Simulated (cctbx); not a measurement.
**Accept or mend?**

Cell a = 5.8200 Å, b = 5.8200 Å, c = 14.2990 Å, α = 90.00°, β = 90.00°, γ = 120.00°; space group P6_3/mmc (no. 194).

Simulated single-crystal data (cctbx): Cu Kα, λ = 1.54184 Å, to d = 0.83 Å, 80 % of the full sphere, strongest reflection 5000 counts, noise from counting, a 6 % proportional error and a noise floor of 8 counts (s.d.); no absorption.

An anisotropic refinement with weights 1/σ² prints:

```text
Rint 0.072, 175 unique reflections to 0.83 A
cycle     R1     wR2    GooF  max shift (A)
   1  0.0884  0.1745   5.000   0.02131
   2  0.0843  0.1693   4.852   0.00006
final R1 0.0843 wR2 0.1693 GooF 4.852  parameters 14  data/parameter 12.5
atom        x        y        z      Ueq    occ   su(xyz)  su(Uiso or U11)
Ba1    0.00000  0.00000  0.75000   0.0052  1.000  0.00000  0.0016
Ba2    0.66667  0.33333  0.91328   0.0044  1.000  0.00021  0.0013
As1    0.66667  0.33333  0.15355   0.0084  1.000  0.00041  0.0022
Co1    0.00000  0.00000  0.50000   0.0023  1.000  0.00000  0.0037
O1     0.03439  0.51719  0.75000   0.0055  1.000  0.00582  0.0156  NPD
difference map: max 12.74 min -2.49 rms 1.12
Q1    0.1656  0.3313  0.5886   12   13.57  1.93 A from As1
Q2    0.3333  0.6667  0.0897    4    4.56  0.04 A from Ba2
Q3    0.0000  0.0000  0.0247    4    3.02  0.35 A from Co1
Q4    0.0000  0.0000  0.1744    4    2.64  1.08 A from Ba1
Q5    0.0000  0.0000  0.2500    2    1.89  0.00 A from Ba1
Q6    0.9815  0.4907  0.1956   12    1.52  0.78 A from O1
```

**Question.** Can this result stand? If not, what is the likely fault?

Mend it. The fault: an atom left out, O at (0.1644, 0.3288, 0.9119). Against the right model at the same level, R1 goes from 0.0171 to 0.0843 and GooF from 0.95 to 4.85, the top difference peak, 13.6 e/Å³, lies 1.93 Å from As1 and O1 goes non-positive-definite. Q1 is the missing atom. With scattering power missing, scale and phases suffer, so peaks may also grow on the heavy atoms.

The compound is Ba3CoAs2O9. The right model at the same level gives:

```text
Rint 0.072, 175 unique reflections to 0.83 A
cycle     R1     wR2    GooF  max shift (A)
   1  0.0184  0.0360   1.052   0.00171
   2  0.0171  0.0326   0.953   0.00000
final R1 0.0171 wR2 0.0326 GooF 0.953  parameters 20  data/parameter 8.8
atom        x        y        z      Ueq    occ   su(xyz)  su(Uiso or U11)
Ba1    0.00000  0.00000  0.75000   0.0076  1.000  0.00000  0.0003
Ba2    0.66667  0.33333  0.91321   0.0063  1.000  0.00004  0.0002
As1    0.66667  0.33333  0.15354   0.0104  1.000  0.00008  0.0004
Co1    0.00000  0.00000  0.50000   0.0066  1.000  0.00000  0.0008
O1     0.16419  0.32837  0.91217   0.0244  1.000  0.00140  0.0022
O2     0.03897  0.51948  0.75000   0.0137  1.000  0.00140  0.0040
difference map: max 1.26 min -1.00 rms 0.29
Q1    0.1857  0.5928  0.6066   12    1.28  1.00 A from As1
Q2    0.2027  0.4053  0.7500    6    1.09  1.41 A from O2
Q3    0.0715  0.1430  0.1659   12    1.02  1.40 A from Ba1
Q4    0.0963  0.5481  0.6960   12    0.91  0.82 A from O2
Q5    0.0000  0.0000  0.1871    4    0.90  0.90 A from Ba1
Q6    0.1400  0.5700  0.1583   12    0.89  1.41 A from Ba2
```

The model is made up (kin elements in a known structure type, no relaxation), so it says nothing on whether the phase exists.

[Middle refinement cycles are left out of these outputs.]

[Logs are printed without paths, hosts, clocks, repeated set-up lines and the standing remarks that a program may print on its own settings, such as how far it seeks lower states.]
